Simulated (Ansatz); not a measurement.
## Converging the field response of a KMgF3 (001), MgF2 faces film

Which settings does the induced dipole of a KMgF3 (001), MgF2 faces film need, and which can be cut?

Main program and level: Ansatz 0.2.0; plane-wave DFT, PBE, Ansatz PAW, in the first sound run; inputs show where later runs differ.

## (1) Set-up

The cell holds 13 atoms: 3 Mg, 8 F and 2 K. Its edges and angles: a = 3.990 Å, b = 3.990 Å, c = 25.980 Å, α = 90.0°, β = 90.0°, γ = 90.0°. It derives from KMgF3 (perovskite KMgF3). Vacuum lies along c.

As a file:

```cif
data_structure
_symmetry_space_group_name_H-M 'P 1'
_symmetry_Int_Tables_number 1
_cell_length_a 3.9900
_cell_length_b 3.9900
_cell_length_c 25.9800
_cell_angle_alpha 90.000
_cell_angle_beta 90.000
_cell_angle_gamma 90.000
_cell_volume 413.60
loop_
_atom_site_label
_atom_site_type_symbol
_atom_site_fract_x
_atom_site_fract_y
_atom_site_fract_z
_atom_site_occupancy
Mg1 Mg 0.50000 0.50000 0.34642 1
F2 F 0.00000 0.50000 0.34642 1
F3 F 0.50000 0.00000 0.34642 1
K4 K 0.00000 0.00000 0.42321 1
F5 F 0.50000 0.50000 0.42321 1
Mg6 Mg 0.50000 0.50000 0.50000 1
F7 F 0.00000 0.50000 0.50000 1
F8 F 0.50000 0.00000 0.50000 1
K9 K 0.00000 0.00000 0.57679 1
F10 F 0.50000 0.50000 0.57679 1
Mg11 Mg 0.50000 0.50000 0.65358 1
F12 F 0.00000 0.50000 0.65358 1
F13 F 0.50000 0.00000 0.65358 1
```

## (2) Run, setting first choice

The first choice: the default cutoff of 420 eV, a 8×8×1 mesh, 18 Å of vacuum, 0.1 V/Å and a tight threshold. Each later run changes one input against this one; other functionals and files bring their own cutoffs.

Contents of input.yaml:

```yaml
crystal:
  lattice:
    - [3.99, 0.0, 0.0]
    - [0.0, 3.99, 0.0]
    - [0.0, 0.0, 25.98]
  atoms:
    - { symbol: Mg, position: [0.5, 0.5, 0.3464203233] }
    - { symbol: F, position: [0.0, 0.5, 0.3464203233] }
    - { symbol: F, position: [0.5, 0.0, 0.3464203233] }
    - { symbol: K, position: [0.0, 0.0, 0.4232101617] }
    - { symbol: F, position: [0.5, 0.5, 0.4232101617] }
    - { symbol: Mg, position: [0.5, 0.5, 0.5] }
    - { symbol: F, position: [0.0, 0.5, 0.5] }
    - { symbol: F, position: [0.5, 0.0, 0.5] }
    - { symbol: K, position: [0.0, 0.0, 0.5767898383] }
    - { symbol: F, position: [0.5, 0.5, 0.5767898383] }
    - { symbol: Mg, position: [0.5, 0.5, 0.6535796767] }
    - { symbol: F, position: [0.0, 0.5, 0.6535796767] }
    - { symbol: F, position: [0.5, 0.0, 0.6535796767] }
kpoints:
  mp_grid: { grid: [8, 8, 1] }
hamiltonian:
  xc: pbe
scf:
  occupations: { method: fixed }
  convergence: { dr2_threshold: 1.0e-10 }
efield:
  axis: 3
  dipole_correction: true
  ramp_position: 0.97
  ramp_width: 0.06
  amplitude: 0.1
output:
  write_potential: true
  write_density: true
  volumetric_format: npy
```

Command:

```bash
$ ansatz run input.yaml --threads 4 --pin off --max-ram 6144MiB --backend cpu --events-out ev --progress --plain --runs-dir out
```

Numbers of over 12 decimals in the logs are rounded to 6 here.

The program printed:

```text
Engine: ansatz 0.2.0, x86_64-unknown-linux-gnu
Pseudopotentials: kind: paw
Pseudopotential: Mg, paw, valence charge 10, recommended cutoff 420 eV (normal), Mg.paw.azcp
Pseudopotential: F, paw, valence charge 7, recommended cutoff 420 eV (normal), F.paw.azcp
Pseudopotential: K, paw, valence charge 9, recommended cutoff 420 eV (normal), K.paw.azcp
Functional definition: PBE
  parameter kappa = 0.804
  parameter beta = 0.066725
  exchange = pbe_x(kappa = kappa, mu = beta*pi^2/3)
  correlation = pbe_c(beta = beta)
Crystal: 13 atoms, lattice volume = 413.604 Å³
Basis set: ecut = 420 eV, 8087 PW (Γ)
Bands: 65, of which v1, the nominal top of the filled ones, is band 52 counted from 1 (51 counted from 0)
Symmetry: 8 space group operations
k-points: 15 of 64
Non-local potential: Mg, projectors of the file, l = 0: 3, l = 1: 2, l = 2: 1
Non-local potential: F, projectors of the file, l = 0: 2, l = 1: 2, l = 2: 1
Non-local potential: K, projectors of the file, l = 0: 3, l = 1: 2, l = 2: 2
PAW form: soft (Blöchl's): semilocal exchange-correlation on the pseudo side does not see the compensation charge
PAW one-centre angular grid: Mg, 110 points (default); XC on 64 Gauss nodes
PAW one-centre angular grid: F, 110 points (default); XC on 64 Gauss nodes
PAW one-centre angular grid: K, 110 points (default); XC on 64 Gauss nodes
Initial density: superposition of atomic densities (neutral atoms: chi_scale 0, normalization atom, screened)
Initial wavefunctions: pseudopotential atomic-orbital guess
Functional: x = pbe(κ = 0.804, μ = 0.219515), c = pbe(β = 0.066725)
SCF iter   1: F=—  HF=-15340.903209 eV  |F-HF|=—  |Δ(HF+E_count)|=         —  Δρ=7.28e-2  dr2=2.17e1  ethr=3.10e-3  p=0.092 e·Å  D=4.04e-2 V/Å  ΔV_dip=-1.05 eV  dr2_dipole=1.71e-3  V_vac-E_F(+/−)=13.67/12.34 eV  ⟨swp⟩=5.3  Hψ=3432  notcnv=0  defer=156
efield: sawtooth ramp at fractional position 0.9700 (set: `efield.ramp_position`, or a place that a band, a saddle search or an elastic batch's reference lends), width 0.0600; the density the first Hamiltonian is built on has a dipole p = 0.092 e·Å; the dipole correction subtracts the counter field D = 4.04e-2 V/Å, which shifts the + side's vacuum level by -1.05 eV against the − side's; the planar-averaged density in the ramp window peaks in size at 1.1e-6 e/Å³
preconditioner: auto → Resta (q_TF=auto, 2.168 Å⁻¹)  ε∞=1.7  [insulator: Δε(μ)=8.665 eV  Ē_g=19.895 eV  n_scr=68 (ndim 8)  ℏωp=16.3 eV  f_vac=0.562  ε∞_Penn≈1.7  vacuum switching on, ρ_ref=2.9e-2 e/Å³]
SCF iter   2: F=—  HF=-15334.240421 eV  |F-HF|=—  |Δ(HF+E_count)|=    6.66e0  Δρ=3.44e-2  dr2=1.81e0  ethr=3.10e-3  p=0.063 e·Å  D=2.74e-2 V/Å  ΔV_dip=-0.71 eV  dr2_dipole=1.05e-4  V_vac-E_F(+/−)=8.59/6.93 eV  ⟨swp⟩=3.3  Hψ=2163  notcnv=0  defer=151  κ⁻¹=1.0e0(r=1)
SCF iter   3: F=—  HF=-15333.833458 eV  |F-HF|=—  |Δ(HF+E_count)|=   4.07e-1  Δρ=1.06e-2  dr2=3.80e-1  ethr=1.74e-3  p=0.056 e·Å  D=2.47e-2 V/Å  ΔV_dip=-0.64 eV  dr2_dipole=3.75e-5  V_vac-E_F(+/−)=8.48/6.75 eV  ⟨swp⟩=2.0  Hψ=1563  notcnv=0  defer=145  κ⁻¹=1.2e-2(r=2)
SCF iter   4: F=—  HF=-15333.797590 eV  |F-HF|=—  |Δ(HF+E_count)|=   3.59e-2  Δρ=1.60e-3  dr2=7.71e-3  ethr=3.66e-4  p=0.047 e·Å  D=2.08e-2 V/Å  ΔV_dip=-0.54 eV  dr2_dipole=4.61e-6  V_vac-E_F(+/−)=7.33/5.50 eV  ⟨swp⟩=2.3  Hψ=1522  notcnv=0  defer=165  κ⁻¹=3.6e-4(r=3)
SCF iter   5: F=—  HF=-15333.798578 eV  |F-HF|=—  |Δ(HF+E_count)|=   9.87e-4  Δρ=7.48e-4  dr2=1.18e-3  ethr=7.42e-6  p=0.049 e·Å  D=2.16e-2 V/Å  ΔV_dip=-0.56 eV  dr2_dipole=1.42e-7  V_vac-E_F(+/−)=7.44/5.63 eV  ⟨swp⟩=3.1  Hψ=1541  notcnv=0  defer=165  κ⁻¹=1.9e-4(r=4)
SCF iter   6: F=—  HF=-15333.799182 eV  |F-HF|=—  |Δ(HF+E_count)|=   6.04e-4  Δρ=2.01e-4  dr2=1.03e-4  ethr=1.13e-6  p=0.050 e·Å  D=2.18e-2 V/Å  ΔV_dip=-0.57 eV  dr2_dipole=2.88e-8  V_vac-E_F(+/−)=7.44/5.63 eV  ⟨swp⟩=2.1  Hψ=1366  notcnv=0  defer=165  κ⁻¹=3.9e-6(r=5)
SCF iter   7: F=—  HF=-15333.799256 eV  |F-HF|=—  |Δ(HF+E_count)|=   7.42e-5  Δρ=8.77e-5  dr2=1.78e-5  ethr=9.86e-8  p=0.050 e·Å  D=2.17e-2 V/Å  ΔV_dip=-0.56 eV  dr2_dipole=4.82e-9  V_vac-E_F(+/−)=7.42/5.61 eV  ⟨swp⟩=2.0  Hψ=1426  notcnv=0  defer=152  κ⁻¹=4.0e-7(r=6)
SCF iter   8: F=—  HF=-15333.799261 eV  |F-HF|=—  |Δ(HF+E_count)|=   4.46e-6  Δρ=1.47e-5  dr2=7.09e-7  ethr=1.71e-8  p=0.050 e·Å  D=2.18e-2 V/Å  ΔV_dip=-0.57 eV  dr2_dipole=2.47e-10  V_vac-E_F(+/−)=7.43/5.62 eV  ⟨swp⟩=2.0  Hψ=1290  notcnv=0  defer=141  κ⁻¹=4.5e-8(r=7)
SCF iter   9: F=—  HF=-15333.799486 eV  |F-HF|=—  |Δ(HF+E_count)|=   2.26e-4  Δρ=6.18e-6  dr2=1.18e-7  ethr=6.81e-10  p=0.050 e·Å  D=2.18e-2 V/Å  ΔV_dip=-0.57 eV  dr2_dipole=4.91e-11  V_vac-E_F(+/−)=7.43/5.62 eV  ⟨swp⟩=2.0  Hψ=1548  notcnv=0  defer=127  κ⁻¹=2.1e-9(r=8)
SCF iter  10: F=—  HF=-15333.799486 eV  |F-HF|=—  |Δ(HF+E_count)|=   2.36e-8  Δρ=1.12e-6  dr2=4.62e-9  ethr=1.13e-10  p=0.050 e·Å  D=2.18e-2 V/Å  ΔV_dip=-0.57 eV  dr2_dipole=5.27e-13  V_vac-E_F(+/−)=7.43/5.61 eV  ⟨swp⟩=2.0  Hψ=1370  notcnv=0  defer=127  κ⁻¹=5.6e-9(r=8)
SCF iter  11: F=—  HF=-15333.799486 eV  |F-HF|=—  |Δ(HF+E_count)|=   3.92e-9  Δρ=4.00e-7  dr2=2.79e-10  ethr=4.44e-12  p=0.050 e·Å  D=2.18e-2 V/Å  ΔV_dip=-0.57 eV  dr2_dipole=5.81e-17  V_vac-E_F(+/−)=7.43/5.61 eV  ⟨swp⟩=2.0  Hψ=1370  notcnv=0  defer=127  κ⁻¹=2.6e-9(r=8)
SCF iter  12: F=-15333.799486 eV  HF=-15333.799486 eV  |F-HF|=6.91e-11  |Δ(HF+E_count)|=  2.84e-10  Δρ=1.07e-7  dr2=2.23e-11  ethr=1.00e-12  p=0.050 e·Å  D=2.18e-2 V/Å  ΔV_dip=-0.57 eV  dr2_dipole=1.16e-15  V_vac-E_F(+/−)=7.43/5.61 eV  ⟨swp⟩=16.3  Hψ=4809  notcnv=0
SCF 1 converged in 12 iterations: F = -15333.799486 eV  dr2 = 2.23e-11
  greatest PAW one-centre occupation: 1.000 electrons in one spin orbital (limit 2), on the Mg atom at site 5 (counted from 0), in its partial waves of l = 0
WARN: The output density's exchange-correlation potential varies sharply where the density is thin. Do not read a vacuum level from v_tot or v_xc, or from such a field of the output density. On a cell that repeats whose density bears no net charge and no dipole along the vacuum's axis use v_es (v_loc + v_h of the components); under efield.dipole_correction with no amplitude use v_es + v_field, which holds any externa [...]
SCF converged after 12 iterations
Stability not checked: this state was not tested for a lower state beside it, because the mixer in use, unlike msr1, does not test its closes by its own steps (another_mixer; see scf.mixing.algorithm and scf.lower_state_search)
Free energy (F): -15333.799486 eV
Harris-Foulkes:  -15333.799486 eV  (|F-HF|=6.91e-11)
Internal energy: -15333.799486 eV  (E = F + TS)
E sigma→0 (E₀):  -15333.799486 eV
Fermi energy:    -2.825714 eV
Dipole field:    D = 0.021760 V/Å  (p = 0.049738 e·Å, saw-weighted, corrected)
Work function:   not extracted (applied field tilts the vacuum); planar V_es + V_field profile in the machine report
Levels:          The Fermi level and band energies are counted from a zero that moves with the ramp; work functions are not
--- Per-component energies (eV) ---
  E_band       = -2030.854500
  E_kinetic    = 2401.730779
  E_local      = -108552.429032  (includes V_loc(G=0)·N_el)
  E_nonlocal   = 897.385745
  E_hartree    = 52581.613978
  E_xc         = -1003.061605
  E_vxc        = -1269.640450  (∫ρ·V_xc dr)
  E_paw        = -4046.198934  (= ΣΔE_a)
  E_vpaw       = -671.142360  (= ΣTr[D̂ρ^β])
  E_aug_tail   = 0.016574  (compensation charges beyond the density's cutoff)
  E_efield     = -0.004433  (sawtooth field / dipole correction)
  E_vefield    = -0.003891  (∫n·V_field dr)
  E_ewald      = 42387.147440
  E_smearing   = -0.000000  (= −TS)
  E_closure    = 0.000000  (closes the sum)
  Σ components = -15333.799486   (vs F -15333.799486, Δ=0.00e0)
--- Band table (eV; the first three rows and the last of 15) ---
  k-point 0: bands = [... 48 lower, -3.5883, -3.5883, -3.3225, -3.3225, 2.2687, 2.9080, 3.4275, 4.5204, ... 9 higher]
  k-point 1: bands = [... 48 lower, -3.6287, -3.5504, -3.3919, -3.3715, 2.4287, 3.0750, 3.5814, 4.6890, ... 9 higher]
  k-point 2: bands = [... 48 lower, -3.6620, -3.5171, -3.4985, -3.4348, 2.8787, 3.5367, 4.0327, 5.1582, ... 9 higher]
  k-point 14: bands = [... 48 lower, -3.2950, -3.2078, -3.1860, -2.8257, 5.4208, 5.9913, 7.0390, 7.0390, ... 9 higher]
```

It took 12 s on 4 threads of Intel Xeon Platinum 8259CL at 2.50GHz (Skylake/Cascade Lake), shared host; peak memory 1.1 GiB.

Reading the cycles: dr2 is the Hartree energy of the density residual (eV), the measure of convergence; HF is the Harris–Foulkes estimate of the energy, which meets the free energy F at convergence.

Numbers from this step:

```yaml
gap_on_the_k_mesh: 5.094 eV
dipole_along_the_normal: 0.04974 e·Å
equivalent_conductor_thickness_p_eps_0ae: 5.653 Å
```

Running mean over 3.99 Å of the planar mean, with the applied field; the ramp of the sawtooth is left out. Table of electron's electrostatic potential energy less the highest filled level by z:

z (Å), electron's electrostatic potential energy less the highest filled level (eV) and a bar from the least value:
```
        4       5.94 #########################
        5       6.03 #########################
        6       6.07 ##########################
        7       4.44 ###################
        8       2.67 ############
        9       1.20 ######
       10      -0.23 
       11      -0.30 
       12      -0.26 
       13      -0.22 
       14      -0.17 #
       15      -0.10 #
       16       0.06 #
       17       1.64 ########
       18       3.19 ##############
       19       5.17 ######################
       20       6.91 #############################
       21       7.07 ##############################
       22       7.17 ##############################
```

The dipole corresponds to a conductor 5.653 Å thick.

## (3) Single point, box 26 Å

input.yaml: that of step 2 with these lines changed.

```diff
@@ -32,2 +32,4 @@
   amplitude: 0.1
+basis:
+  ecutwfc: "250 eV"
 output:
```

The program printed:

```text
Warning: basis.ecutwfc = 250 eV is below the records' recommended 420 eV, and the density's cutoff is lower with it unless basis.ecutrho_ratio is high enough to keep the records' density cutoff: compare with a run at a higher cutoff
[...]
k-point 0: bands = [... 48 lower, -3.7237, -3.7237, -3.4677, -3.4677, 2.1333, 2.7908, 3.0676, 4.2091, ... 9 higher]
  k-point 1: bands = [... 48 lower, -3.7844, -3.6890, -3.5665, -3.5217, 2.2925, 2.9582, 3.2224, 4.3686, ... 9 higher]
  k-point 2: bands = [... 48 lower, -3.8002, -3.7007, -3.6255, -3.5942, 2.7458, 3.4245, 3.6753, 4.8285, ... 9 higher]
  k-point 14: bands = [... 48 lower, -3.5330, -3.4494, -3.4065, -3.0430, 5.3530, 5.9290, 6.9176, 6.9176, ... 9 higher]
[key lines of the parts left out:]
SCF converged after 12 iterations
Free energy (F): -15309.877942 eV
Fermi energy:    -3.043046 eV
Dipole field:    D = 0.021641 V/Å  (p = 0.049466 e·Å, saw-weighted, corrected)
```

The job ended after 5.5 s (4 threads; peak memory 0.68 GiB).

The dipole corresponds to a conductor 5.622 Å thick, -0.55 % from the first choice, at 0.46 times its CPU time.

## (4) Run, box 26 Å

input.yaml: that of step 3 with these lines changed.

```diff
@@ -33,3 +33,3 @@
 basis:
-  ecutwfc: "250 eV"
+  ecutwfc: "330 eV"
 output:
```

The program printed:

```text
[...]
Crystal: 13 atoms, lattice volume = 413.604 Å³
Basis set: ecut = 330 eV, 5617 PW (Γ)
Bands: 65, of which v1, the nominal top of the filled ones, is band 52 counted from 1 (51 counted from 0)
Symmetry: 8 space group operations
k-points: 15 of 64
[...]
k-point 0: bands = [... 48 lower, -3.5956, -3.5956, -3.3318, -3.3318, 2.2446, 2.8913, 3.3098, 4.4335, ... 9 higher]
  k-point 1: bands = [... 48 lower, -3.6348, -3.5626, -3.3999, -3.3785, 2.4044, 3.0582, 3.4637, 4.5966, ... 9 higher]
  k-point 2: bands = [... 48 lower, -3.6785, -3.5247, -3.5060, -3.4492, 2.8540, 3.5196, 3.9147, 5.0593, ... 9 higher]
  k-point 14: bands = [... 48 lower, -3.3093, -3.2219, -3.2021, -2.8398, 5.4093, 5.9811, 7.0196, 7.0196, ... 9 higher]
[key lines of the parts left out:]
SCF converged after 12 iterations
Free energy (F): -15331.874173 eV
Fermi energy:    -2.839764 eV
Dipole field:    D = 0.021734 V/Å  (p = 0.049678 e·Å, saw-weighted, corrected)
```

Elapsed: 8.2 s, on 4 threads; peak memory 0.85 GiB.

The dipole corresponds to a conductor 5.646 Å thick, -0.12 % from the first choice, at 0.68 times its CPU time.

## (5) Single point, box 26 Å (run 2)

input.yaml: that of step 4 with these lines changed.

```diff
@@ -33,3 +33,3 @@
 basis:
-  ecutwfc: "330 eV"
+  ecutwfc: "600 eV"
 output:
```

The program printed:

```text
[...]
Crystal: 13 atoms, lattice volume = 413.604 Å³
Basis set: ecut = 600 eV, 13719 PW (Γ)
Bands: 65, of which v1, the nominal top of the filled ones, is band 52 counted from 1 (51 counted from 0)
Symmetry: 8 space group operations
k-points: 15 of 64
[...]
k-point 0: bands = [... 48 lower, -3.5863, -3.5863, -3.3215, -3.3215, 2.2670, 2.9054, 3.4690, 4.5426, ... 9 higher]
  k-point 1: bands = [... 48 lower, -3.6269, -3.5497, -3.3910, -3.3706, 2.4271, 3.0724, 3.6232, 4.7138, ... 9 higher]
  k-point 2: bands = [... 48 lower, -3.6611, -3.5161, -3.4977, -3.4339, 2.8771, 3.5341, 4.0749, 5.1860, ... 9 higher]
  k-point 14: bands = [... 48 lower, -3.2939, -3.2073, -3.1843, -2.8254, 5.4193, 5.9897, 7.0372, 7.0372, ... 9 higher]
[key lines of the parts left out:]
SCF converged after 12 iterations
Free energy (F): -15333.840448 eV
Fermi energy:    -2.825384 eV
Dipole field:    D = 0.021766 V/Å  (p = 0.049751 e·Å, saw-weighted, corrected)
```

The job ended after 19 s (4 threads; peak memory 1.6 GiB; 75 s of CPU time).

The dipole corresponds to a conductor 5.655 Å thick, +0.03 % from the first choice, at 1.6 times its CPU time.

## (6) Run, box 26 Å (run 2)

input.yaml: that of step 5 with these lines changed.

```diff
@@ -20,3 +20,3 @@
 kpoints:
-  mp_grid: { grid: [8, 8, 1] }
+  mp_grid: { grid: [1, 1, 1] }
 hamiltonian:
@@ -32,4 +32,2 @@
   amplitude: 0.1
-basis:
-  ecutwfc: "600 eV"
 output:
```

The program printed:

```text
[...]
Crystal: 13 atoms, lattice volume = 413.604 Å³
Basis set: ecut = 420 eV, 8087 PW (Γ)
Bands: 65, of which v1, the nominal top of the filled ones, is band 52 counted from 1 (51 counted from 0)
Symmetry: 8 space group operations
k-points: 1
[...]
Internal energy: -15329.873658 eV  (E = F + TS)
E sigma→0 (E₀):  -15329.873658 eV
Fermi energy:    -3.142355 eV
Dipole field:    D = 0.023447 V/Å  (p = 0.053594 e·Å, saw-weighted, corrected)
Work function:   not extracted (applied field tilts the vacuum); planar V_es + V_field profile in the machine report
[...]
--- Band table (eV) ---
  k-point 0: bands = [... 48 lower, -3.4234, -3.4234, -3.1424, -3.1424, 2.2638, 2.8749, 3.4736, 4.5387, ... 9 higher]
[key lines of the parts left out:]
SCF converged after 12 iterations
Free energy (F): -15329.873658 eV
```

Elapsed: 1.3 s, on 4 threads; peak memory 0.45 GiB.

The dipole corresponds to a conductor 6.092 Å thick, +7.75 % from the first choice, at 0.083 times its CPU time.

## (7) Run, box 26 Å (run 3)

input.yaml: that of step 6 with these lines changed.

```diff
@@ -20,3 +20,3 @@
 kpoints:
-  mp_grid: { grid: [1, 1, 1] }
+  mp_grid: { grid: [2, 2, 1] }
 hamiltonian:
```

The program printed:

```text
[...]
Crystal: 13 atoms, lattice volume = 413.604 Å³
Basis set: ecut = 420 eV, 8087 PW (Γ)
Bands: 65, of which v1, the nominal top of the filled ones, is band 52 counted from 1 (51 counted from 0)
Symmetry: 8 space group operations
k-points: 3 of 4
[...]
--- Band table (eV) ---
  k-point 0: bands = [... 48 lower, -3.5826, -3.5826, -3.3151, -3.3151, 2.2697, 2.9087, 3.4268, 4.5205, ... 9 higher]
  k-point 1: bands = [... 48 lower, -3.7268, -3.6933, -3.6211, -3.2849, 4.1145, 4.7303, 5.0964, 5.7390, ... 9 higher]
  k-point 2: bands = [... 48 lower, -3.2889, -3.1998, -3.1807, -2.8181, 5.4223, 5.9923, 7.0399, 7.0399, ... 9 higher]
[key lines of the parts left out:]
SCF converged after 12 iterations
Free energy (F): -15333.772356 eV
Fermi energy:    -2.818113 eV
Dipole field:    D = 0.021784 V/Å  (p = 0.049793 e·Å, saw-weighted, corrected)
```

The job ended after 2.1 s (4 threads; peak memory 0.69 GiB; 7.2 s of CPU time).

The dipole corresponds to a conductor 5.660 Å thick, +0.11 % from the first choice, at 0.16 times its CPU time.

## (8) Single point, box 26 Å (run 3)

input.yaml: that of step 7 with these lines changed.

```diff
@@ -20,3 +20,3 @@
 kpoints:
-  mp_grid: { grid: [2, 2, 1] }
+  mp_grid: { grid: [4, 4, 1] }
 hamiltonian:
```

The program printed:

```text
[...]
Crystal: 13 atoms, lattice volume = 413.604 Å³
Basis set: ecut = 420 eV, 8087 PW (Γ)
Bands: 65, of which v1, the nominal top of the filled ones, is band 52 counted from 1 (51 counted from 0)
Symmetry: 8 space group operations
k-points: 6 of 16
[...]
k-point 0: bands = [... 48 lower, -3.5883, -3.5883, -3.3224, -3.3224, 2.2687, 2.9080, 3.4275, 4.5204, ... 9 higher]
  k-point 1: bands = [... 48 lower, -3.6620, -3.5170, -3.4985, -3.4348, 2.8787, 3.5367, 4.0327, 5.1582, ... 9 higher]
  k-point 2: bands = [... 48 lower, -3.7338, -3.6988, -3.6275, -3.2909, 4.1133, 4.7295, 5.0966, 5.7399, ... 9 higher]
  k-point 5: bands = [... 48 lower, -3.2949, -3.2078, -3.1860, -2.8257, 5.4208, 5.9913, 7.0390, 7.0390, ... 9 higher]
[key lines of the parts left out:]
SCF converged after 12 iterations
Free energy (F): -15333.799547 eV
Fermi energy:    -2.825678 eV
Dipole field:    D = 0.021760 V/Å  (p = 0.049737 e·Å, saw-weighted, corrected)
```

It took 4.9 s on 4 threads; peak memory 0.83 GiB.

The dipole corresponds to a conductor 5.653 Å thick, -0.00 % from the first choice, at 0.39 times its CPU time.

(Part 1 of 3 ends here.)

[Logs are printed without paths, hosts, clocks, repeated set-up lines and the standing remarks that a program may print on its own settings, such as how far it seeks lower states.]

[Hosts, paths, dates, database ids (printed as entryN), source tags and the programs' standing remarks are cut or masked in the printed files.]

[Maps of the electrostatic potential energy from Ansatz leave out the sawtooth potential of an applied field or a dipole correction, so their vacuum need not be flat; planar profiles and work functions include it.]
